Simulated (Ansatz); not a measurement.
Planning a run of Ansatz 0.2.0 on SnO2 (Pbcn). The input:

```yaml
crystal:
  lattice:
    - [4.8772005551, 0.0, 0.0]
    - [0.0, 5.9234395969, 0.0]
    - [0.0, 0.0, 5.4045276775]
  atoms:
    - { symbol: Sn, position: [0.5, 0.6595226513, 0.75] }
    - { symbol: Sn, position: [0.0, 0.8404773487, 0.25] }
    - { symbol: Sn, position: [0.5, 0.3404773487, 0.25] }
    - { symbol: Sn, position: [0.0, 0.1595226513, 0.75] }
    - { symbol: O, position: [0.7228814868, 0.6140072986, 0.0802277506] }
    - { symbol: O, position: [0.2228814868, 0.8859927014, 0.9197722494] }
    - { symbol: O, position: [0.7771185132, 0.8859927014, 0.5802277506] }
    - { symbol: O, position: [0.2771185132, 0.6140072986, 0.4197722494] }
    - { symbol: O, position: [0.7228814868, 0.3859927014, 0.5802277506] }
    - { symbol: O, position: [0.2228814868, 0.1140072986, 0.4197722494] }
    - { symbol: O, position: [0.7771185132, 0.1140072986, 0.0802277506] }
    - { symbol: O, position: [0.2771185132, 0.3859927014, 0.9197722494] }
kpoints:
  mp_grid: { grid: [4, 2, 2] }
hamiltonian:
  xc: lda
  pseudopotentials: { kind: paw, azcp: { folder: soft_1 }, xc_functional: pbe }
scf:
  occupations: { method: fixed }
gw:
  n_empty_bands: 537
  ecut_chi: 140
  qp_bands: [v4, c4]
  qp_kpoints: band_edges
  screening: { model: contour_deformation }
```

```sh
ansatz run input.yaml --threads 2 --pin off --max-ram 92160MiB --backend cuda --events-out ev --progress --plain --runs-dir out --devices 1 --max-vram 13GiB
```

Q: How long will it take on 1 × NVIDIA H100 80GB HBM3 (shared by 6 runs) with 2 threads of AMD EPYC 7R13 (Zen 3), shared host, and how much memory?

It took 27 s; on shared hardware allow 13 s to 53 s. Peak host memory was 2.2 GiB. The sizes that set the cost: 3025 plane waves a state, 12 irreducible k points, 589 bands summed, 589 plane waves in the screening and 8 SCF cycles.

The screening grows as filled bands × empty bands × pairs of k points, times the square of the screening basis for the matrix.

[Paths, hosts, dates, memory and timing lines, banners, echoed tables and standing remarks are left out of the program output.]

[Logs are printed without paths, hosts, clocks, repeated set-up lines and the standing remarks that a program may print on its own settings, such as how far it seeks lower states.]

[Runs of the session that timed out or met a known fault of the program may be left out.]

[Cells called generated may have been cut or substituted from an entry of the Crystallography Open Database or the Materials Project.]

[Hosts, paths, dates, database ids (printed as entryN), source tags and the programs' standing remarks are cut or masked in the printed files.]
